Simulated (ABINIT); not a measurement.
# KI (Fm-3m): G0W0 with and without spin-orbit coupling

Is the spin-orbit change of the gap of KI (Fm-3m) the same in DFT and in GW?

Main program and level: ABINIT 10.8.3; PBE and many-body steps on it, plane waves.

Report form: the programs' logs are mostly left out.

### Step 1. The structure

It takes space group Fm-3m (No. 225, cubic). Conventional cell: a = 7.066 Å, b = 7.066 Å, c = 7.066 Å, α = 90.00°, β = 90.00°, γ = 90.00°. Nearest to K lie 6 I at 3.53 Å. Nearest to I lie 6 K at 3.53 Å. Farther neighbours and most contacts between anions are not listed.

Structure file:

```cif
data_structure
_symmetry_space_group_name_H-M 'P 1'
_symmetry_Int_Tables_number 1
_cell_length_a 4.9961
_cell_length_b 4.9961
_cell_length_c 4.9961
_cell_angle_alpha 60.000
_cell_angle_beta 60.000
_cell_angle_gamma 60.000
_cell_volume 88.18
loop_
_atom_site_label
_atom_site_type_symbol
_atom_site_fract_x
_atom_site_fract_y
_atom_site_fract_z
_atom_site_occupancy
K1 K 0.00000 0.00000 0.00000 1
I2 I 0.50000 0.50000 0.50000 1
```

The cell and positions come from the Crystallography Open Database and are kept as given unless a step says otherwise. Spin-orbit coupling is left out unless a step names it.

### Step 2. Empty states on the mesh, 2×2×2 mesh, 55 bands

This step: ABINIT 10.8.3; DFT, PBE, plane waves, norm-conserving pseudopotentials.

The sums over transitions need many empty states on a uniform mesh; this step solves for them.

File run.abi:

```
acell 3*1.0 Angstrom
rprim 
  0.000000000000 3.532775000000 3.532775000000
  3.532775000000 0.000000000000 3.532775000000
  3.532775000000 3.532775000000 -0.000000000000
ntypat 2
znucl 19 53
natom 2
typat 1 2
xred 
  0.000000000000 0.000000000000 0.000000000000
  0.500000000000 0.500000000000 0.500000000000
pp_dirpath "pseudos"
pseudos "K.upf, I.upf"
ecut 33
ngkpt 2 2 2
nshiftk 1
shiftk 0 0 0
kptopt 1
chksymbreak 0
iscf -2
irdden 1
istwfk *1
nband 55
nbdbuf 4
tolwfr 1e-09
nstep 60
prtvol 0
indata_prefix "in"
outdata_prefix "out"
tmpdata_prefix "tmp"
```

Launch:

```bash
OMP_NUM_THREADS=1 mpirun -n 4 abinit run.abi > log
```

It took 11 s on 4 MPI ranks of Arm Neoverse V1, shared host; peak memory 0.28 GiB; 43 s of CPU time.

This step gave:

| Quantity | Value |
| --- | --- |
| gap | 3.962 eV |
| k of the valence top | 0, 0, 0 |
| k of the conduction bottom | 0, 0, 0 |
| least direct gap | 3.962 eV |
| k points computed | 3 |
| lowest point of the top converged band, above the valence top | 31.84 eV |

On this mesh the gap is 3.962 eV.

The density comes from a self-consistent run that is not shown.

### Step 3. Screening, 2×2×2 mesh, 51 bands, screening to 98 eV

The RPA dielectric matrix is built and inverted for each q.

This step: RPA screening on PBE, plane waves, norm-conserving pseudopotentials.

run.abi: that of step 2 with these lines changed.

```diff
@@ -20,10 +20,11 @@
 chksymbreak 0
-iscf -2
-irdden 1
 istwfk *1
-nband 55
-nbdbuf 4
-tolwfr 1e-09
-nstep 60
-prtvol 0
+occopt 1
+irdwfk 1
+optdriver 3
+nband 51
+ecuteps 3.6
+inclvkb 0
+awtr 1
+symchi 1
 indata_prefix "in"
```

It took 3.2 s on 4 MPI ranks; peak memory 0.51 GiB; 12 s of CPU time.

Numbers from this step:

* ε∞ with local fields, on this mesh, along the program's q direction: 2.973
* the same without local fields: 3.591
* plasma frequency: 15.82 eV
* plane waves in the screening matrix: 181

Local fields lower ε∞ by 17 %. On a Γ-centred mesh this coarse the value itself is usually too large, while a short band sum pulls it down.

### Step 4. Scalar-relativistic

The self-energy is evaluated for the states that the input lists, and the levels follow from it, in one-shot runs by the linearised quasiparticle equation.

This step: G0W0 on PBE, plane waves, norm-conserving pseudopotentials.

run.abi: that of step 3 with these lines changed.

```diff
@@ -23,8 +23,15 @@
 irdwfk 1
-optdriver 3
+optdriver 4
 nband 51
+gwcalctyp 0
+ecutsigx 33
+symsigma 1
+nkptgw 1
+kptgw 
+  0.0000000000 0.0000000000 0.0000000000
+bdgw 
+  6 12
 ecuteps 3.6
-inclvkb 0
-awtr 1
-symchi 1
+irdscr 1
+ppmodel 1
 indata_prefix "in"
```

The job ended after 3.4 s (4 MPI ranks; peak memory 0.57 GiB).

This step gave:

```
G0W0 gap on the points computed              : 5.67 eV
starting gap on the mesh                     : 3.962 eV
k of the valence top                         : 0, 0, 0
k of the conduction bottom                   : 0, 0, 0
Z at the valence top                         : 0.821
Z at the conduction bottom                   : 0.855
least direct G0W0 gap on the computed points : 5.67 eV
```

The gap on the mesh goes from 3.96 eV to 5.67 eV, a correction of +1.71 eV.

### Step 5. Empty states on the mesh, 2×2×2 mesh, 112 bands

This step: DFT, PBE with spin-orbit coupling, plane waves, norm-conserving pseudopotentials.

run.abi: that of step 4 with these lines changed.

```diff
@@ -15,2 +15,3 @@
 ecut 33
+nspinor 2
 ngkpt 2 2 2
@@ -20,18 +21,10 @@
 chksymbreak 0
+iscf -2
+irdden 1
 istwfk *1
-occopt 1
-irdwfk 1
-optdriver 4
-nband 51
-gwcalctyp 0
-ecutsigx 33
-symsigma 1
-nkptgw 1
-kptgw 
-  0.0000000000 0.0000000000 0.0000000000
-bdgw 
-  6 12
-ecuteps 3.6
-irdscr 1
-ppmodel 1
+nband 112
+nbdbuf 10
+tolwfr 1e-09
+nstep 60
+prtvol 0
 indata_prefix "in"
```

Wall time 66 s (4 MPI ranks); peak memory 0.38 GiB; 4.4 min of CPU time.

Numbers from this step:

```
gap                                                           : 3.641 eV
k of the valence top                                          : 0, 0, 0
k of the conduction bottom                                    : 0, 0, 0
least direct gap                                              : 3.641 eV
k points computed                                             : 3
lowest point of the top converged band, above the valence top : 31.54 eV
```

On this mesh the gap is 3.641 eV.

The density comes from a self-consistent run that is not shown, made with spin-orbit coupling and fully relativistic files.

### Step 6. Screening, 2×2×2 mesh, 102 bands, screening to 98 eV

This step: RPA screening on PBE with spin-orbit coupling, plane waves, norm-conserving pseudopotentials.

run.abi: that of step 5 with these lines changed.

```diff
@@ -21,10 +21,11 @@
 chksymbreak 0
-iscf -2
-irdden 1
 istwfk *1
-nband 112
-nbdbuf 10
-tolwfr 1e-09
-nstep 60
-prtvol 0
+occopt 1
+irdwfk 1
+optdriver 3
+nband 102
+ecuteps 3.6
+inclvkb 0
+awtr 1
+symchi 1
 indata_prefix "in"
```

Elapsed: 10 s, on 4 MPI ranks; peak memory 1.1 GiB.

Numbers from this step:

| Item | Value |
| --- | --- |
| ε∞ with local fields, on this mesh, along the program's q direction | 3.021 |
| the same without local fields | 3.642 |
| plasma frequency | 15.82 eV |
| plane waves in the screening matrix | 181 |

### Step 7. With spin-orbit coupling

This step: G0W0 on PBE with spin-orbit coupling, plane waves, norm-conserving pseudopotentials.

run.abi: that of step 6 with these lines changed.

```diff
@@ -24,8 +24,15 @@
 irdwfk 1
-optdriver 3
+optdriver 4
 nband 102
+gwcalctyp 0
+ecutsigx 33
+symsigma 0
+nkptgw 1
+kptgw 
+  0.0000000000 0.0000000000 0.0000000000
+bdgw 
+  13 22
 ecuteps 3.6
-inclvkb 0
-awtr 1
-symchi 1
+irdscr 1
+ppmodel 1
 indata_prefix "in"
```

Wall time 14 s (4 MPI ranks); peak memory 1.1 GiB.

Numbers from this step:

- G0W0 gap on the points computed: 5.323 eV
- starting gap on the mesh: 3.641 eV
- k of the valence top: 0, 0, 0
- k of the conduction bottom: 0, 0, 0
- Z at the valence top: 0.821
- Z at the conduction bottom: 0.853
- least direct G0W0 gap on the computed points: 5.323 eV

Against G0W0 in ABINIT (2×2×2 mesh, 51 bands, screening to 98 eV, Godby-Needs plasmon pole), the gap moves by −0.347 eV.

### Step 8. The runs together

Times are wall times on 4 MPI ranks of Arm Neoverse V1, shared host, good to a factor of about two. A run's time includes the screening step that it read.

```tsv
run	mesh	bands	screening cutoff (eV)	DFT gap (eV)	gap on the mesh (eV)	direct (eV)	ε∞ used	time
scalar-relativistic	2×2×2	51	98	3.962	5.670	5.670	2.97	6.5 s
with spin-orbit coupling	2×2×2	102	98	3.641	5.323	5.323	3.02	24 s
```

### Step 9. Outcome

| Item | Value |
| --- | --- |
| scalar-relativistic | 5.670 eV |
| with spin-orbit coupling | 5.323 eV |
| known limits | not at the basis limit; screening head approximate; no spin-orbit coupling in some runs; coarse k mesh |

What this shows: With spin-orbit coupling: −0.347 eV against scalar-relativistic, −0.321 eV of it in the start. Bands and cutoff are finite, so the gap is not at the basis limit. The miss can reach some tenths of an eV and take either sign; the mesh is an error of its own. In the first G0W0 run levels were corrected at 1 k point alone, so a gap called «on the mesh» is the least over those, and an edge elsewhere would be missed. The 2×2×2 mesh is coarse for this cell, which bears on the long-range parts of exchange and screening. The long-wavelength limit of the screening leaves out the non-local commutator, which shifts ε∞.

[Paths, hosts, dates, memory and timing lines, banners, echoed tables and standing remarks are left out of the program output.]

[Logs are printed without paths, hosts, clocks, repeated set-up lines and the standing remarks that a program may print on its own settings, such as how far it seeks lower states.]

[Runs of the session that timed out or met a known fault of the program may be left out.]

[No measured gap is set beside runs whose start may be inverted or whose files or cutoffs have a known fault.]

[Hosts, paths, dates, database ids (printed as entryN), source tags and the programs' standing remarks are cut or masked in the printed files.]

[G0W0 gaps are taken among the corrected bands and points alone; a level outside them can change the order at an edge.]

[Where Ansatz stands beside ABINIT at settings called matched, ABINIT's density can come from a denser mesh and the files from another edition; pairs whose starting gaps differed by over 0.03 eV were left out, so agreement reads better than it is.]
